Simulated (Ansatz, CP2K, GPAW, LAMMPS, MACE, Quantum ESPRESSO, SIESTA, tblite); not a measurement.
# GPAW on liquid Zn38Se23S15 at 2640 K (76 atoms): settings against a plane-wave reference

Wanted: GPAW inputs and outputs for liquid Zn38Se23S15 at 2640 K (76 atoms), checked against a plane-wave reference.

Method: the method is named at each step, in GPAW 26.7.0.

## (1) The structure

The cell holds 76 atoms: 38 Zn, 23 Se and 15 S. Cell: a = 11.922 Å, b = 11.922 Å, c = 11.922 Å, α = 90.0°, β = 90.0°, γ = 90.0°. 76 atoms (38 Zn, 23 Se, 15 S) placed at random at 4.69 g/cm³, melted at 2640 K for 10 ps at fixed volume with the Stillinger-Weber II-VI potential (Zhou et al., Phys. Rev. B 88, 085309 (2013)). Snapshot at the end of a hold of 5 ps at 2640 K and fixed volume.

The yardstick, on the same geometry:

```
method                 : Kohn-Sham DFT, PBE, SSSP efficiency 1.3.0 pseudopotentials, plane waves (Quantum ESPRESSO 7.5); sssp-pbe-1.3.0-efficiency, cutoffs 45/360 Ry, Γ point
r.m.s. force component : 0.7065 eV/Å
longest force          : 3.132 eV/Å
pressure               : -2.14 GPa
time                   : 8.1 min on 4 MPI ranks of Arm Neoverse V2, shared host
CPU time               : 32 min
```

## (2) PBE, LCAO dzp, h 0.2 Å

Method: Kohn-Sham DFT, PBE, PAW, atomic orbitals (dzp).

Contents of run.py:

```python
import numpy as np
from ase.io import read
from gpaw import GPAW, FermiDirac

atoms = read("structure.xyz")
atoms.calc = GPAW(
    mode="lcao",
    basis="dzp",
    h=0.2,
    xc="PBE",
    kpts={"size": (1, 1, 1), "gamma": True},
    occupations=FermiDirac(0.05),
    maxiter=200,
    symmetry={"point_group": False},
    txt="gpaw.txt",
)
energy = atoms.get_potential_energy(force_consistent=True)
forces = atoms.get_forces()
print(f"energy {energy:.6f} eV")
print("forces (eV/A)")
for i, (a, f) in enumerate(zip(atoms, forces)):
    print(f"{i:4d} {a.symbol:2s} {f[0]:10.5f} {f[1]:10.5f} {f[2]:10.5f}")
print(f"Fermi level {atoms.calc.get_fermi_level():.4f} eV")
for k in range(len(atoms.calc.get_ibz_k_points())):
    for s in range(atoms.calc.get_number_of_spins()):
        e = atoms.calc.get_eigenvalues(kpt=k, spin=s)
        n = np.searchsorted(e, atoms.calc.get_fermi_level())
        print(f"k {k} spin {s} levels about the Fermi level:", np.round(e[max(n - 6, 0):n], 4).tolist(), "|", np.round(e[n:n + 6], 4).tolist())
```

Contents of structure.xyz:

```xyz
76
Lattice="11.92180 0.00000 0.00000 0.00000 11.92180 0.00000 0.00000 0.00000 11.92180" Properties=species:S:1:pos:R:3 pbc="T T T"
Zn 4.15510 0.18658 2.17299
Zn 1.25620 3.37661 6.90189
Zn 10.52361 0.83548 10.49154
Zn 3.91130 11.19898 9.86839
Zn 11.35146 8.08620 11.43968
Zn 6.87161 10.19707 2.98403
Zn 0.06855 7.89879 8.57702
Zn 6.31176 1.44671 7.16548
Zn 2.51145 8.88365 5.52516
Zn 3.96603 6.08048 9.52087
Zn 6.22998 2.04006 3.38472
Zn 0.58572 0.93550 4.32308
Zn 2.04137 6.26193 6.26491
Zn 11.39772 5.80556 3.54018
Zn 11.03875 8.34919 4.31200
Zn 4.40880 7.22366 3.80127
Zn 8.93265 7.60444 0.48879
Zn 8.07118 11.84419 11.28327
Zn 9.96496 6.22413 7.46400
Zn 11.22628 3.02182 5.45816
Zn 7.29638 7.31748 2.88031
Zn 8.97962 0.01168 3.12065
Zn 11.53076 0.29518 1.26216
Zn 6.97628 8.34896 10.72020
Zn 11.25478 5.90356 10.29424
Zn 6.98975 3.94397 8.69004
Zn 1.99690 4.76812 1.26013
Zn 6.10480 4.36350 2.14902
Zn 5.96483 10.07082 7.02349
Zn 3.92084 2.43634 11.58811
Zn 2.05985 9.15809 0.79518
Zn 7.79555 4.63353 5.12745
Zn 7.10313 7.34204 7.72914
Zn 4.06641 3.77551 7.56474
Zn 3.20220 0.41357 5.50883
Zn 9.23045 10.41548 7.58715
Zn 0.90618 11.37733 10.17812
Zn 9.07487 3.79471 11.46579
Se 2.86099 11.41298 0.36099
Se 1.70792 5.33048 8.92132
Se 8.97700 10.22294 1.20613
Se 0.55210 1.68896 8.66357
Se 11.78816 9.56927 1.81927
Se 10.36255 0.23689 5.69945
Se 6.20673 6.26443 0.18538
Se 5.60372 11.89009 4.68968
Se 8.63866 6.74655 9.69707
Se 3.98224 1.48713 8.28565
Se 8.73844 5.39628 2.80770
Se 0.92144 2.16989 11.82964
Se 9.66131 3.57451 9.19826
Se 7.82154 1.73868 1.61600
Se 2.05997 10.89450 3.50417
Se 11.67442 5.23677 0.77015
Se 7.97795 0.86803 8.93324
Se 2.19254 8.71472 9.72664
[... 16 atom lines left out ...]
S 11.48594 5.45136 5.86350
S 5.05842 9.25895 2.05496
S 3.44540 10.42752 7.62936
S 3.80484 2.77778 2.29840
```

The run is started by

```console
OMP_NUM_THREADS=1 python run.py > output.txt
```

What it wrote:

```text
energy -165.665336 eV
forces (eV/A)
   0 Zn    0.00137    0.32639    1.02866
   1 Zn    0.77418    0.05407    0.08800
   2 Zn   -0.12476    0.19016   -0.08800
   3 Zn   -1.21196    0.17243   -1.74238
   4 Zn   -0.09450    0.70192    0.25505
   5 Zn    0.18760   -0.04965    0.05172
   6 Zn    0.06206    0.35275    0.58655
   7 Zn   -0.19722   -0.25218    0.24095
   8 Zn    0.40626    0.52981    0.00577
   9 Zn   -0.35354    0.59775    0.35120
  10 Zn   -0.66634   -0.38108   -0.11668
  11 Zn   -0.26441   -0.18388   -0.14413
  12 Zn   -0.40175   -0.12081   -0.10344
  13 Zn    0.39962    0.28164   -0.60929
  14 Zn    0.29573   -0.20215    0.14146
  15 Zn   -1.29830    1.93073   -0.69478
  16 Zn   -0.08869   -0.02124    0.14009
  17 Zn   -0.60362   -0.11450    0.20872
  18 Zn    0.00162    0.11923    0.45225
  19 Zn   -1.09066   -0.22931   -0.62202
  20 Zn   -0.42999   -0.21568   -0.26641
  21 Zn    0.43967    0.61386    0.49016
  22 Zn    0.31947    0.28220   -0.07184
  23 Zn   -0.62069   -0.74712    1.59650
[...]
68 S     2.24710   -0.42872    1.69012
  69 S     1.66287   -1.45572   -0.15390
  70 S    -1.07047    1.04458   -0.99677
  71 S    -0.10082    0.85935    0.02148
  72 S     0.10311   -0.45661    0.24011
  73 S    -0.11519   -0.84010    0.82128
  74 S     0.90061   -0.37375   -1.09080
  75 S     1.08936   -0.52968   -1.10594
Fermi level 4.4182 eV
k 0 spin 0 levels about the Fermi level: [4.1379, 4.1692, 4.1963, 4.2969, 4.314, 4.3936] | [4.4314, 4.5083, 4.631, 4.7171, 4.7496, 4.8033]
```

gpaw.txt:

```text
Input parameters:
  mode=LCAO(),
  basis={'default': 'dzp'},
  h=0.2,
  kpts=MonkhorstPack(size=(1, 1, 1), gamma=True),
  maxiter=200,
  occupations=Occupations(name='fermi-dirac', width=0.05, fixmagmom=False),
  symmetry=Symmetry(point_group=False),
  xc=XC(name='PBE')
Unit cell  # Å
| periodic |         x |         y |         z |   lengths |    angles |
|----------|-----------|-----------|-----------|-----------|-----------|
|      yes | 11.921800 |  0.000000 |  0.000000 | 11.921800 | 90.000000 |
|      yes |  0.000000 | 11.921800 |  0.000000 | 11.921800 | 90.000000 |
|      yes |  0.000000 |  0.000000 | 11.921800 | 11.921800 | 90.000000 |
Number of symmetries: 1
Symmetry operations  # r_c * U_cc + t_c -> r_c
|   | kind |            matrix            |
|---|------|------------------------------|
| 0 |  E   |  1, 0, 0,  0, 1, 0,  0, 0, 1 |
BZ-sampling:
  Number of BZ points: 1
  Number of IBZ points: 1
  Monkhorst-Pack size: [1, 1, 1]
  Monkhorst-Pack shift: [0, 0, 0]
[... lines left out ...]
  Fermi-Dirac:
[... lines left out ...]
xc functional:
  name: PBE with 2 nearest neighbor stencil
interpolation: tri-quintic # 5. degree polynomial
Initialization done in: 10.012 s
convergence criteria:
- Maximum [total energy] change in last 3 cyles: 0.0005 eV / valence electron
- Maximum integral of absolute [dens]ity change: 0.0001 electrons / valence electron
- Maximum integral of absolute [eigenst]ate change: 4e-08 eV^2 / valence electron
maximum number of iterations: 200
SCF iterations
|iter     |      energy | eigst |  dens |
|---------|-------------|-------|-------|
|iter:   1| -173.302933 |      c|       |
|iter:   2| -170.943511 |      c| -1.31 |
|iter:   3| -174.794338 |      c| -1.35 |
|iter:   4| -170.164236 |      c| -1.44 |
|iter:   5| -168.075720 |      c| -1.56 |
|iter:   6| -166.209402 |      c| -1.74 |
|iter:   7| -165.899379 |      c| -1.94 |
|iter:   8| -165.573911 |      c| -2.14 |
|iter:   9| -165.587726c|      c| -2.51 |
|iter:  10| -165.543772c|      c| -2.59 |
|iter:  11| -165.542075c|      c| -2.87 |
[...]
|iter:  15| -165.533827c|      c| -3.66 |
|iter:  16| -165.533840c|      c| -3.77 |
|iter:  17| -165.533742c|      c| -4.05c|
Converged in 17 steps
SCF loop duration: 226.264 s (13.310 s/step)
Energy contributions relative to reference atoms: (reference = -3539975.950278)
Energy contributions:
  Kinetic:         222.621963
  Coulomb:        -158.446531
  Zero:              2.918160
  External:          0.000000
  Xc:             -232.495741
  Entropy:          -0.263187
  Spinorbit:         0.000000
  ----------------------------
  Free energy:    -165.665336
  Extrapolated:   -165.533742
dipole moment: (63.669375, 18.615198, -24.325067)  # |e|*Ang
Fermi level: 4.418
Eigenvalues  # (at kpt = [0.000, 0.000, 0.000])
| band index |      eig [eV] | occ [0-2] |
|------------|---------------|-----------|
|          0 |       -10.764 |     2.000 |
|        ... |               |           |
|        334 |         4.019 |     1.999 |
|        335 |         4.058 |     1.999 |
[...]
|        349 |         4.918 |     0.000 |
|        ... |               |           |
|        414 |         9.589 |     0.000 |
Gap: 0.038 eV
Transition (v -> c):
  (s=0, k=0, n=341, [0.00, 0.00, 0.00]) -> (s=0, k=0, n=342, [0.00, 0.00, 0.00])
No difference between direct/indirect transitions
Force computation time: 31.723  # s
timing:  # [seconds]
  Total:  268.020  # ━━━━━━━━━━━━━━━━━━━━━━━━━━━━━━━━━━━━━━━━━━━━━━━━━━━━━━━━
  Init:    10.011  # ━━
  SCF:    226.264  # ━━━━━━━━━━━━━━━━━━━━━━━━━━━━━━━━━━━━━━━━━━━━━━━╸
  Forces:  31.723  # ━━━━━━╸
```

Wall time 4.5 min (1 thread of Arm Neoverse V2, shared host); peak memory 1.9 GiB.

Banners, paths, timers and routine set-up lines are dropped from the logs unmarked, and long logs keep their key lines alone; longer cuts are marked.

Compared with the plane-wave run:

```yaml
r_m_s_force_component: 0.7181 eV/Å
r_m_s_difference_of_force_components: 49.76 meV/Å
longest_difference_of_force_vectors: 270.5 meV/Å
force_difference_over_r_m_s_force: 7.042 %
slope_of_forces_against_the_reference_s: 1.014
correlation_of_force_components: 0.9977
```

Length of the force difference by element (eV/Å):

| element | atoms | mean | most |
| --- | --- | --- | --- |
| S | 15 | 0.11 | 0.27 |
| Se | 23 | 0.074 | 0.23 |
| Zn | 38 | 0.058 | 0.12 |

The surroundings of S62, which bears the longest force, nearest first, numbered as they follow in the input and with coordinates relative to it.

```csv
atom,x,y,z,distance (Å),bonds,Fx,Fy,Fz (eV/Å)
S62,0.00,0.00,0.00,0.00,4,-0.54,0.68,-3.10
Zn24,-0.27,-1.29,1.68,2.13,3,-0.62,-0.75,1.60
Zn29,-1.29,0.44,-2.02,2.43,5,-1.00,0.02,0.51
Zn36,1.98,0.78,-1.45,2.58,5,0.48,1.79,1.83
Zn33,-0.15,-2.29,-1.31,2.65,6,0.03,0.19,0.21
S69,-1.79,1.39,2.21,3.16,2,2.25,-0.43,1.69
Se55,0.73,3.15,-0.11,3.24,4,0.55,-0.21,0.07
Zn18,0.82,2.21,2.24,3.25,4,-0.60,-0.11,0.21
Se47,1.39,-2.89,0.66,3.27,5,0.09,-0.86,0.15
S63,3.35,0.16,0.46,3.38,4,0.65,0.49,0.22
```

Atoms are counted from 1 here, from 0 in the log.

Forces lie 7.0 % from the reference's, at 0.14 times its CPU time (on 1 against 4 cores).

## (3) PBE, LCAO szp(dzp), h 0.2 Å

Method: Kohn-Sham DFT, PBE, PAW, atomic orbitals (szp(dzp)).

Changes to run.py since step 2:

```diff
@@ -7,3 +7,3 @@
     mode="lcao",
-    basis="dzp",
+    basis="szp(dzp)",
     h=0.2,
```

structure.xyz is that of step 2.

What it wrote:

```text
energy -147.375673 eV
forces (eV/A)
   0 Zn   -0.06608    0.21624    0.99239
   1 Zn    0.61069    0.02292    0.11477
   2 Zn   -0.20943    0.25497   -0.12786
   3 Zn   -1.04147    0.21291   -1.73948
   4 Zn   -0.27610    0.66495    0.31433
   5 Zn    0.14346   -0.03523    0.03610
[...]
73 S    -0.12537   -0.81212    0.79317
  74 S     0.89928   -0.38758   -1.18774
  75 S     1.06440   -0.53351   -1.12697
Fermi level 4.5670 eV
k 0 spin 0 levels about the Fermi level: [4.2917, 4.3097, 4.3411, 4.4395, 4.464, 4.5476] | [4.5748, 4.6608, 4.7819, 4.8765, 4.9133, 4.9563]
```

gpaw.txt:

```text
Input parameters:
  mode=LCAO(),
  basis={'default': 'szp(dzp)'},
  h=0.2,
  kpts=MonkhorstPack(size=(1, 1, 1), gamma=True),
  maxiter=200,
  occupations=Occupations(name='fermi-dirac', width=0.05, fixmagmom=False),
[... lines left out ...]
  Fermi-Dirac:
[... lines left out ...]
convergence criteria:
- Maximum [total energy] change in last 3 cyles: 0.0005 eV / valence electron
[... lines left out ...]
Converged in 17 steps
[... lines left out ...]
  Free energy:    -147.375673
[... lines left out ...]
Fermi level: 4.567
[... lines left out ...]
|        ... |               |           |
|        414 |        10.115 |     0.000 |
Gap: 0.027 eV
Transition (v -> c):
  (s=0, k=0, n=341, [0.00, 0.00, 0.00]) -> (s=0, k=0, n=342, [0.00, 0.00, 0.00])
No difference between direct/indirect transitions
Force computation time: 21.216  # s
timing:  # [seconds]
  Total:  189.735  # ━━━━━━━━━━━━━━━━━━━━━━━━━━━━━━━━━━━━━━━━━━━━━━━━━━━━━━━━
  Init:     8.424  # ━━╸
  SCF:    160.070  # ━━━━━━━━━━━━━━━━━━━━━━━━━━━━━━━━━━━━━━━━━━━━━━━
  Forces:  21.216  # ━━━━━━╸
```

Elapsed: 3.2 min, on 1 thread; peak memory 1.8 GiB.

Numbers from this run, and their distance from the reference:

| Item | Value |
| --- | --- |
| r.m.s. force component | 0.7169 eV/Å |
| r.m.s. difference of force components | 94.09 meV/Å |
| longest difference of force vectors | 570 meV/Å |
| force difference over r.m.s. force | 13.32 % |
| slope of forces against the reference's | 1.006 |
| correlation of force components | 0.9914 |

This is a coarse setting, run to see what it loses.

Against the first run (7.0 %), the force difference from the reference is 13 %, at 0.71 times the CPU time, with 798 basis functions against 1292: the smaller basis costs accuracy.

## (4) PBE, LCAO sz(dzp), h 0.2 Å

Method: Kohn-Sham DFT, PBE, PAW, atomic orbitals (sz(dzp)).

Changes to run.py since step 3:

```diff
@@ -7,3 +7,3 @@
     mode="lcao",
-    basis="szp(dzp)",
+    basis="sz(dzp)",
     h=0.2,
```

structure.xyz is that of step 3.

What it wrote:

```text
energy -128.643459 eV
forces (eV/A)
   0 Zn    0.16784    0.14717    1.12650
   1 Zn    0.46423    0.09631    0.35811
   2 Zn   -0.34380    0.31810   -0.07226
   3 Zn   -1.64713    0.32701   -2.13143
   4 Zn   -0.25101    0.78987    0.38315
   5 Zn    0.58774    0.33800    0.19090
   6 Zn   -0.05989    0.09189    0.63353
   7 Zn    0.03661   -0.26421   -0.10417
   8 Zn    0.75504    0.77381   -0.19146
   9 Zn   -0.07037    0.70971    0.66293
  10 Zn   -0.70000   -0.10541    0.32356
  11 Zn   -0.16486   -0.00091   -0.35721
[...]
71 S    -1.57750    0.73854   -0.47928
  72 S     0.11080   -0.37598    0.39075
  73 S    -0.77803   -1.07248    0.47172
  74 S     0.92984   -0.61002   -1.50629
  75 S     0.84663   -0.37670   -1.02359
Fermi level 4.6553 eV
k 0 spin 0 levels about the Fermi level: [4.3664, 4.3943, 4.4081, 4.5192, 4.5496, 4.6357] | [4.668, 4.7478, 4.8711, 4.9812, 5.0003, 5.0333]
```

gpaw.txt:

```text
Input parameters:
  mode=LCAO(),
  basis={'default': 'sz(dzp)'},
  h=0.2,
  kpts=MonkhorstPack(size=(1, 1, 1), gamma=True),
  maxiter=200,
  occupations=Occupations(name='fermi-dirac', width=0.05, fixmagmom=False),
  symmetry=Symmetry(point_group=False),
  xc=XC(name='PBE')
[... lines left out ...]
  Fermi-Dirac:
[... lines left out ...]
convergence criteria:
- Maximum [total energy] change in last 3 cyles: 0.0005 eV / valence electron
[... lines left out ...]
Converged in 17 steps
[... lines left out ...]
  Free energy:    -128.643459
[... lines left out ...]
Fermi level: 4.655
[... lines left out ...]
|          0 |       -10.942 |     2.000 |
|        ... |               |           |
|        334 |         4.247 |     1.999 |
|        335 |         4.258 |     1.999 |
[...]
|        349 |         5.181 |     0.000 |
|        ... |               |           |
|        414 |        10.478 |     0.000 |
Gap: 0.032 eV
Transition (v -> c):
  (s=0, k=0, n=341, [0.00, 0.00, 0.00]) -> (s=0, k=0, n=342, [0.00, 0.00, 0.00])
No difference between direct/indirect transitions
Force computation time: 12.131  # s
timing:  # [seconds]
  Total:  115.859  # ━━━━━━━━━━━━━━━━━━━━━━━━━━━━━━━━━━━━━━━━━━━━━━━━━━━━━━━━
  Init:     7.770  # ━━━━
  SCF:     95.936  # ━━━━━━━━━━━━━━━━━━━━━━━━━━━━━━━━━━━━━━━━━━━━━━╸
  Forces:  12.131  # ━━━━━━
```

Run time: 1.9 min. Hardware: 1 thread; peak memory 1.6 GiB.

Numbers from this run, and their distance from the reference:

```
r.m.s. force component                  : 0.8587 eV/Å
r.m.s. difference of force components   : 344.7 meV/Å
longest difference of force vectors     : 1831 meV/Å
force difference over r.m.s. force      : 48.79 %
slope of forces against the reference's : 1.119
correlation of force components         : 0.9211
```

This is a coarse setting, run to see what it loses.

Against the first run (7.0 %), the force difference from the reference is 49 %, at 0.43 times the CPU time, with 494 basis functions against 1292: the smaller basis costs accuracy.

## (5) All runs compared

Differences are against the plane-wave reference, forces as r.m.s. over components; share is that over the reference's r.m.s. force, slope the least-squares factor from reference forces to these. Total energies of different programs have different zeros and aren't compared.

```csv
run,"Δ force, r.m.s. (meV/Å)",share (%),slope,cores,CPU time,memory (GiB)
reference,-,-,-,4,32 min,4.5
"GPAW PBE, LCAO dzp, h 0.2 Å",49.8,7.04,1.014,1,4.5 min,1.9
"GPAW PBE, LCAO szp(dzp), h 0.2 Å (coarse)",94.1,13.3,1.006,1,3.2 min,1.8
"GPAW PBE, LCAO sz(dzp), h 0.2 Å (coarse)",345,48.8,1.119,1,1.9 min,1.6
```

Rows marked coarse were listed beforehand as settings not expected to be converged; some can still land near the reference.

CPU time is summed over cores on a shared host, where runs went side by side, so it is rough. Symmetry, cutoffs, thresholds, outputs and thread counts weren't matched or tuned between programs; memory under MPI is the largest rank's times the ranks.

## (6) Summary of results

```
nearest in forces : GPAW PBE, LCAO dzp, h 0.2 Å, 7.0 %
its CPU time      : 4.5 min
```

In words: The PBE run in local orbitals, coarse settings apart, differs by 7.0 % (GPAW PBE, LCAO dzp, h 0.2 Å); basis, grid and potentials can all enter. Runs with settings chosen to be coarse differ by 13 % (GPAW PBE, LCAO szp(dzp), h 0.2 Å) to 49 % (GPAW PBE, LCAO sz(dzp), h 0.2 Å), their programs' other errors included. Of the electronic-structure runs that take under half the reference's CPU time, GPAW PBE, LCAO dzp, h 0.2 Å comes nearest, at 7.0 % in 4.5 min against 32 min. The potentials hold different valence shells: 988 electrons in the reference, 684 in GPAW; this bears on time and differences. The frame stands for 2640 K, but pressures are static and levels are smeared at 580 K, under the temperature of the frame, which matters where levels are partly filled. The network of bonds at the start is that of the classical potential that made the cell, and needn't be the one that DFT or experiment would give. The electronic-structure runs sample only Γ, in a cell whose shortest periodic width is 12 Å, which is coarse for a cell with partly filled levels.

[Also dropped from logs without a mark: logging warnings of Python, and SIESTA's first energy breakdown and zero terms.]

[Logs are printed without paths, hosts, clocks, repeated set-up lines and the standing remarks that a program may print on its own settings, such as how far it seeks lower states.]

[Hosts, paths, dates, database ids (printed as entryN), source tags and the programs' standing remarks are cut or masked in the printed files.]
